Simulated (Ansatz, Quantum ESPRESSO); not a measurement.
# Screening and band shifts of Al2SSe, 1 layer, part 4 of 6

How does Al2SSe, 1 layer respond to a gate-like field without added charge?

Quantum ESPRESSO 7.5; plane-wave DFT, PBE, GBRV ultrasoft pseudopotentials; geometry and cross-check by Ansatz 0.2.0 with PAW datasets.

So far. Step 5 (Bands along a path: no field): Along this path the valence top lies between K and Γ and the conduction bottom at M. Step 6 (SCF with pw.x: field 0.1 V/Å): The dipole goes from -0.0050 to 0.0373 e Å, 0.4224 e Å per V/Å.

## Step 7: Potential by pp.x

Input file f1.pot.in:

```
&inputpp
  prefix = 'f1'
  outdir = './out'
  filplot = 'f1.pot.dat'
  plot_num = 11
/
```

Started as:

```console
$ OMP_NUM_THREADS=1 mpirun -n 4 pp.x -in f1.pot.in > f1.pot.out
```

It took 1.7 s on 4 MPI ranks of Intel Xeon Platinum 8488C (Sapphire Rapids), shared host; peak memory 0.1 GiB; 5.9 s of CPU time.

This step gave:

* slope of the potential above: 0.1000 eV/Å
* upper vacuum line continued to the top atoms, over the valence top: 5.968 eV
* slope of the potential below: 0.09997 eV/Å
* lower vacuum line continued to the bottom atoms, over the valence top: 6.061 eV

The slope in the vacuum is 0.100 eV/Å for an applied 0.10 V/Å, as it should be.

## Step 8: SCF with pw.x: field 0.2 V/Å

Input file f2.in:

```
&control
  prefix = 'f2'
  outdir = './out'
  pseudo_dir = './pseudo'
  calculation = 'scf'
  tprnfor = .true.
  tefield = .true.
  dipfield = .true.
/
&system
  ibrav = 0
  nat = 4
  ntyp = 3
  ecutwfc = 40
  ecutrho = 200
  occupations = 'smearing'
  smearing = 'fd'
  degauss = 0.004
  edir = 3
  emaxpos = 0.97
  eopreg = 0.04
  eamp = 0.00388938
/
&electrons
  conv_thr = 1e-09
  mixing_beta = 0.4
  electron_maxstep = 120
  mixing_mode = 'plain'
  startingpot = 'file'
/
ATOMIC_SPECIES
  Se  78.9710  se_pbe_v1.uspp.F.UPF
  Al  26.9815  al_pbe_v1.uspp.F.UPF
  S   32.0600  s_pbe_v1.4.uspp.F.UPF
CELL_PARAMETERS angstrom
  3.67768374882588 -0.00000000000000 -0.00000000000000
  -1.83884187441294 3.18496755356840 -0.00000000000000
  -0.00000000000000 -0.00000000000000 21.45087501970000
ATOMIC_POSITIONS crystal
  Se  0.333333333333 0.666666666667 0.389503771012
  Al  -0.000000000000 -0.000000000000 0.445866151416
  Al  0.000000000000 -0.000000000000 0.566657190638
  S   0.333333333333 0.666666666667 0.614259252935
K_POINTS automatic
  12 12 1 0 0 0
```

Started as:

```console
$ cp -r out/f0.save out/f2.save
$ OMP_NUM_THREADS=1 mpirun -n 4 pw.x -nk 4 -in f2.in > f2.out
```

What it wrote:

```text
[banner, memory and clock lines left out]
Program PWSCF v.7.5 starts
[...]
number of electrons       =        18.00
     number of Kohn-Sham states=           13
     kinetic-energy cutoff     =      40.0000  Ry
     charge density cutoff     =     200.0000  Ry
[...]
number of k points=    74  Fermi-Dirac smearing, width (Ry)=  0.0040
[...]
Dense  grid:    80943 G-vectors     FFT dimensions: (  32,  32, 192)
[...]
The initial density is read from file :
[...]
negative rho (up, down):  3.266E-04 0.000E+00
[...]
Starting wfcs are   16 randomized atomic wfcs
[...]
negative rho (up, down):  3.235E-04 0.000E+00
[...]
estimated scf accuracy    <       0.02337211 Ry
[...]
negative rho (up, down):  3.223E-04 0.000E+00
[...]
estimated scf accuracy    <       0.07705327 Ry
[...]
negative rho (up, down):  3.223E-04 0.000E+00
[...]
estimated scf accuracy    <       0.00009131 Ry
[...]
negative rho (up, down):  3.231E-04 0.000E+00
[...]
estimated scf accuracy    <       0.00000860 Ry
[...]
negative rho (up, down):  3.237E-04 0.000E+00
[...]
estimated scf accuracy    <       0.00000062 Ry
[...]
negative rho (up, down):  3.239E-04 0.000E+00
[...]
estimated scf accuracy    <       0.00000007 Ry
[...]
negative rho (up, down):  3.241E-04 0.000E+00
[...]
estimated scf accuracy    <       0.00000002 Ry
[...]
negative rho (up, down):  3.242E-04 0.000E+00
[...]
Computed dipole along edir(3) :
        Dipole                0.1502 Ry au,          0.3817 Debye
        Dipole field          0.0011 Ry au,
        E field amplitude [Ha a.u.]:  3.8894E-03
        Potential amp.        0.2161 Ry
        Total length         38.9148 bohr
[...]
the Fermi energy is    -1.1658 ev
!    total energy              =     -81.34760223 Ry
     estimated scf accuracy    <          9.4E-10 Ry
     smearing contrib. (-TS)   =      -0.00000000 Ry
     internal energy E=F+TS    =     -81.34760223 Ry
[...]
one-electron contribution =    -274.91516888 Ry
     hartree contribution      =     141.13124560 Ry
     xc contribution           =     -46.69343384 Ry
     ewald contribution        =      99.13075584 Ry
     electric field correction =      -0.00100095 Ry
     convergence has been achieved in   8 iterations
     negative rho (up, down):  3.242E-04 0.000E+00
[...]
Total force =     0.003928     Total SCF correction =     0.000047
[...]
```

It took 34 s on 4 MPI ranks; peak memory 0.76 GiB; 2.2 min of CPU time.

Read from the output:

```
free energy                          : -1106.7905 eV
Fermi energy                         : -1.166 eV
dipole along the normal              : 0.07947 e·Å
valence top, on the run's zero       : -2.241 eV
conduction bottom, on the run's zero : -0.1832 eV
gap by band count                    : 2.058 eV
```

The dipole goes from -0.0050 to 0.0795 e Å, 0.4222 e Å per V/Å.

## Step 9: Potential by pp.x

Input file f2.pot.in:

```
&inputpp
  prefix = 'f2'
  outdir = './out'
  filplot = 'f2.pot.dat'
  plot_num = 11
/
```

Started as:

```console
$ OMP_NUM_THREADS=1 mpirun -n 4 pp.x -in f2.pot.in > f2.pot.out
```

Wall time 1.6 s (4 MPI ranks); peak memory 0.11 GiB; 5.7 s of CPU time.

Read from the output:

```
slope of the potential above                                          : 0.2000 eV/Å
upper vacuum line continued to the top atoms, over the valence top    : 5.892 eV
slope of the potential below                                          : 0.2000 eV/Å
lower vacuum line continued to the bottom atoms, over the valence top : 6.155 eV
```

The slope in the vacuum is 0.200 eV/Å for an applied 0.20 V/Å, as it should be.

## Step 10: Band structure: field 0.2 V/Å

Input file f2.bands.in:

```
&control
  prefix = 'f2.bands'
  outdir = './out'
  pseudo_dir = './pseudo'
  calculation = 'bands'
  tefield = .true.
  dipfield = .true.
/
&system
  ibrav = 0
  nat = 4
  ntyp = 3
  ecutwfc = 40
  ecutrho = 200
  occupations = 'smearing'
  smearing = 'fd'
  degauss = 0.004
  edir = 3
  emaxpos = 0.97
  eopreg = 0.04
  eamp = 0.00388938
  nbnd = 15
/
&electrons
  conv_thr = 1e-07
  mixing_beta = 0.4
  electron_maxstep = 120
  mixing_mode = 'local-TF'
/
ATOMIC_SPECIES
  Se  78.9710  se_pbe_v1.uspp.F.UPF
  Al  26.9815  al_pbe_v1.uspp.F.UPF
  S   32.0600  s_pbe_v1.4.uspp.F.UPF
CELL_PARAMETERS angstrom
  3.67768374882588 -0.00000000000000 -0.00000000000000
  -1.83884187441294 3.18496755356840 -0.00000000000000
  -0.00000000000000 -0.00000000000000 21.45087501970000
ATOMIC_POSITIONS crystal
  Se  0.333333333333 0.666666666667 0.389503771012
  Al  -0.000000000000 -0.000000000000 0.445866151416
  Al  0.000000000000 -0.000000000000 0.566657190638
  S   0.333333333333 0.666666666667 0.614259252935
K_POINTS crystal_b
4
  0.0000000000 0.0000000000 0.0000000000 14
  0.5000000000 0.0000000000 0.0000000000 14
  0.3333333333 0.3333333333 0.0000000000 14
  0.0000000000 0.0000000000 0.0000000000 1
```

Started as:

```console
$ cp -r out/f2.save out/f2.bands.save
$ cp out/f2.xml out/f2.bands.xml
$ OMP_NUM_THREADS=1 mpirun -n 4 pw.x -nk 4 -in f2.bands.in > f2.bands.out
```

What it wrote:

```text
[banner, memory and clock lines left out]
Program PWSCF v.7.5 starts
[citation notice left out]

[...]
bravais-lattice index     =            0
     lattice parameter (alat)  =       6.9498  a.u.
     unit-cell volume          =    1695.5906 (a.u.)^3
     number of atoms/cell      =            4
     number of atomic types    =            3
     number of electrons       =        18.00
     number of Kohn-Sham states=           15
     kinetic-energy cutoff     =      40.0000  Ry
     charge density cutoff     =     200.0000  Ry
     Exchange-correlation=  SLA  PW   PBX  PBC
                           (   1   4   3   4   0   0   0)

[...]
PseudoPot. # 1 for Se read from file:
     ./pseudo/se_pbe_v1.uspp.F.UPF
     Pseudo is Ultrasoft + core correction, Zval =  6.0
     Generated by new atomic code, or converted to UPF format
     Using radial grid of  877 points,  6 beta functions with:
                l(1) =   0
                l(2) =   0
                l(3) =   1
                l(4) =   1
                l(5) =   2
                l(6) =   2
     Q(r) pseudized with  8 coefficients,  rinner =    1.300   1.300   1.300
                                                       1.300   1.300

     PseudoPot. # 2 for Al read from file:
     ./pseudo/al_pbe_v1.uspp.F.UPF
     Pseudo is Ultrasoft + core correction, Zval =  3.0
     Generated by new atomic code, or converted to UPF format
     Using radial grid of  893 points,  3 beta functions with:
                l(1) =   0
                l(2) =   1
                l(3) =   2
     Q(r) pseudized with  8 coefficients,  rinner =    0.900   0.900   0.900
                                                       0.900   0.900

     PseudoPot. # 3 for S  read from file:
     ./pseudo/s_pbe_v1.4.uspp.F.UPF
     Pseudo is Ultrasoft + core correction, Zval =  6.0
     Generated by new atomic code, or converted to UPF format
     Using radial grid of  907 points,  6 beta functions with:
                l(1) =   0
                l(2) =   0
                l(3) =   1
                l(4) =   1
                l(5) =   2
                l(6) =   2
     Q(r) pseudized with  8 coefficients,  rinner =    1.300   1.300   1.300
                                                       1.300   1.300

     atomic species   valence    mass     pseudopotential
     Se                6.00    78.97100     Se( 1.00)
     Al                3.00    26.98150     Al( 1.00)
     S                 6.00    32.06000     S ( 1.00)

     No symmetry found

[...]
number of k points=    43  Fermi-Dirac smearing, width (Ry)=  0.0040
[...]
Dense  grid:    80943 G-vectors     FFT dimensions: (  32,  32, 192)

     Smooth grid:    57655 G-vectors     FFT dimensions: (  27,  27, 180)

     The potential is recalculated from file :
     ./out/f2.bands.save/charge-density

     negative rho (up, down):  3.242E-04 0.000E+00

     Adding external electric field

     Computed dipole along edir(3) :
        Dipole                0.1502 Ry au,          0.3817 Debye
        Dipole field          0.0011 Ry au,

        E field amplitude [Ha a.u.]:  3.8894E-03
        Potential amp.        0.2161 Ry
        Total length         38.9148 bohr

     Starting wfcs are   16 randomized atomic wfcs

     Band Structure Calculation
     Davidson diagonalization with overlap

     ethr =  5.56E-10,  avg # of iterations = 69.4

     End of band structure calculation

          k = 0.0000 0.0000 0.0000 (  7131 PWs)   bands (ev):

   -15.3803 -15.2800  -7.4514  -5.3425  -3.7233  -3.7233  -2.6335  -2.6335
    -2.4309   0.7575   1.6479   2.6563   3.0330   3.0330   3.4627

          k = 0.0357 0.0206 0.0000 (  7141 PWs)   bands (ev):

   -15.3695 -15.2698  -7.4405  -5.3352  -3.8038  -3.7386  -2.7546  -2.6541
    -2.4013   0.8366   1.7357   2.6726   2.9632   3.0608   3.4774

[...]
```

Run time: 24 s. Hardware: 4 MPI ranks; peak memory 0.36 GiB; 96 s of CPU time.

This step gave:

| Property | Result |
| --- | --- |
| valence top, on the run's zero | -2.238 eV |
| conduction bottom, on the run's zero | -0.1830 eV |
| gap by band count | 2.055 eV |

Band numbers count within the set of bands kept for display. The electronic bands at the labelled points (eV, zero at the highest filled level of the SCF mesh; v1 is the highest filled band, c1 the lowest empty one):

| point | v4 | v3 | v2 | v1 | c1 | c2 | c3 | c4 |
| --- | --- | --- | --- | --- | --- | --- | --- | --- |
| Γ | -1.48 | -0.39 | -0.39 | -0.19 | 3.00 | 3.89 | 4.90 | 5.27 |
| halfway | -2.33 | -2.01 | -1.08 | -0.03 | 3.10 | 3.96 | 5.20 | 5.36 |
| M | -2.44 | -1.77 | -1.60 | -0.89 | 2.06 | 3.28 | 4.00 | 4.43 |
| halfway | -2.81 | -2.37 | -1.64 | -0.82 | 2.40 | 4.09 | 4.64 | 4.79 |
| K | -3.68 | -2.18 | -1.53 | -0.83 | 2.16 | 4.39 | 4.45 | 5.40 |
| halfway | -2.51 | -2.21 | -1.74 | -0.05 | 3.47 | 4.62 | 4.77 | 5.46 |
| Γ | -1.48 | -0.39 | -0.39 | -0.19 | 3.00 | 3.89 | 4.90 | 5.27 |

Upper empty bands that drop with the field can be states of the vacuum, held by the sawtooth; they depend on the cell's width.

Along this path the valence top lies between K and Γ and the conduction bottom at M.

## Step 11: Ground state: field 0.3 V/Å

f3.in, as its differences from the input of step 8:

```diff
@@ -1,3 +1,3 @@
 &control
-  prefix = 'f2'
+  prefix = 'f3'
   outdir = './out'
@@ -21,3 +21,3 @@
   eopreg = 0.04
-  eamp = 0.00388938
+  eamp = 0.00583407
 /
```

Started as:

```console
$ cp -r out/f0.save out/f3.save
$ OMP_NUM_THREADS=1 mpirun -n 4 pw.x -nk 4 -in f3.in > f3.out
```

What it wrote:

```text
[banner, memory and clock lines left out]
Program PWSCF v.7.5 starts
[...]
number of electrons       =        18.00
     number of Kohn-Sham states=           13
     kinetic-energy cutoff     =      40.0000  Ry
     charge density cutoff     =     200.0000  Ry
[...]
number of k points=    74  Fermi-Dirac smearing, width (Ry)=  0.0040
[...]
Dense  grid:    80943 G-vectors     FFT dimensions: (  32,  32, 192)
[...]
The initial density is read from file :
[...]
negative rho (up, down):  3.266E-04 0.000E+00
[...]
Starting wfcs are   16 randomized atomic wfcs
[...]
negative rho (up, down):  3.195E-04 0.000E+00
[...]
estimated scf accuracy    <       0.05322889 Ry
[...]
negative rho (up, down):  3.174E-04 0.000E+00
[...]
estimated scf accuracy    <       0.18365962 Ry
[...]
negative rho (up, down):  3.177E-04 0.000E+00
[...]
estimated scf accuracy    <       0.00031633 Ry
[...]
negative rho (up, down):  3.195E-04 0.000E+00
[...]
estimated scf accuracy    <       0.00003076 Ry
[...]
negative rho (up, down):  3.213E-04 0.000E+00
[...]
estimated scf accuracy    <       0.00000243 Ry
[...]
negative rho (up, down):  3.220E-04 0.000E+00
[...]
estimated scf accuracy    <       0.00000025 Ry
[...]
negative rho (up, down):  3.222E-04 0.000E+00
[...]
estimated scf accuracy    <       0.00000002 Ry
[...]
negative rho (up, down):  3.223E-04 0.000E+00
[...]
estimated scf accuracy    <          2.0E-09 Ry
[...]
negative rho (up, down):  3.224E-04 0.000E+00
[...]
Computed dipole along edir(3) :
        Dipole                0.2301 Ry au,          0.5848 Debye
        Dipole field          0.0017 Ry au,
        E field amplitude [Ha a.u.]:  5.8341E-03
        Potential amp.        0.3213 Ry
        Total length         38.9148 bohr
[...]
the Fermi energy is    -1.1533 ev
!    total energy              =     -81.34834191 Ry
     estimated scf accuracy    <          4.2E-10 Ry
     smearing contrib. (-TS)   =      -0.00000000 Ry
     internal energy E=F+TS    =     -81.34834191 Ry
[...]
one-electron contribution =    -274.90415889 Ry
     hartree contribution      =     141.12053622 Ry
     xc contribution           =     -46.69318267 Ry
     ewald contribution        =      99.13075584 Ry
     electric field correction =      -0.00229242 Ry
     convergence has been achieved in   9 iterations
     negative rho (up, down):  3.224E-04 0.000E+00
[...]
Total force =     0.005439     Total SCF correction =     0.000036
[...]
```

Run time: 38 s. Hardware: 4 MPI ranks; peak memory 0.61 GiB; 2.5 min of CPU time.

Read from the output:

| Property | Result |
| --- | --- |
| free energy | -1106.8006 eV |
| Fermi energy | -1.153 eV |
| dipole along the normal | 0.1218 e·Å |
| valence top, on the run's zero | -2.231 eV |
| conduction bottom, on the run's zero | -0.1697 eV |
| gap by band count | 2.061 eV |

The dipole goes from -0.0050 to 0.1218 e Å, 0.4224 e Å per V/Å.

## Step 12: Electrostatic potential

Input file f3.pot.in:

```
&inputpp
  prefix = 'f3'
  outdir = './out'
  filplot = 'f3.pot.dat'
  plot_num = 11
/
```

Started as:

```console
$ OMP_NUM_THREADS=1 mpirun -n 4 pp.x -in f3.pot.in > f3.pot.out
```

Wall time 1.5 s (4 MPI ranks); peak memory 0.11 GiB.

This step gave:

| Quantity | Value |
| --- | --- |
| slope of the potential above | 0.3000 eV/Å |
| upper vacuum line continued to the top atoms, over the valence top | 5.817 eV |
| slope of the potential below | 0.3000 eV/Å |
| lower vacuum line continued to the bottom atoms, over the valence top | 6.251 eV |

The slope in the vacuum is 0.300 eV/Å for an applied 0.30 V/Å, as it should be.

Each curve counts from the valence top of its own run.

The runs together. Table of potential energy by z:

| z (Å) | potential at 0 V/Å (eV) | potential at 0.1 V/Å (eV) | potential at 0.2 V/Å (eV) | potential at 0.3 V/Å (eV) |
| --- | --- | --- | --- | --- |
| 0 | 5.99 | 5.62 | 5.25 | 4.88 |
| 2 | 5.97 | 5.43 | 4.88 | 4.35 |
| 4 | 5.97 | 5.63 | 5.28 | 4.94 |
| 6 | 5.93 | 5.78 | 5.64 | 5.49 |
| 8 | -7.15 | -7.18 | -7.21 | -7.24 |
| 10 | -3.37 | -3.38 | -3.39 | -3.41 |
| 12 | -6.66 | -6.64 | -6.62 | -6.61 |
| 14 | 2.84 | 2.88 | 2.93 | 2.97 |
| 16 | 6.04 | 6.24 | 6.45 | 6.66 |
| 18 | 6.04 | 6.45 | 6.86 | 7.26 |
| 20 | 6.04 | 6.65 | 7.26 | 7.86 |

(Continued in part 5 of 6.)

[Logs are printed without paths, hosts, clocks, repeated set-up lines and the standing remarks that a program may print on its own settings, such as how far it seeks lower states.]

[Hosts, paths, dates, database ids (printed as entryN), source tags and the programs' standing remarks are cut or masked in the printed files.]

[Maps of the electrostatic potential energy from Ansatz leave out the sawtooth potential of an applied field or a dipole correction, so their vacuum need not be flat; planar profiles and work functions include it.]
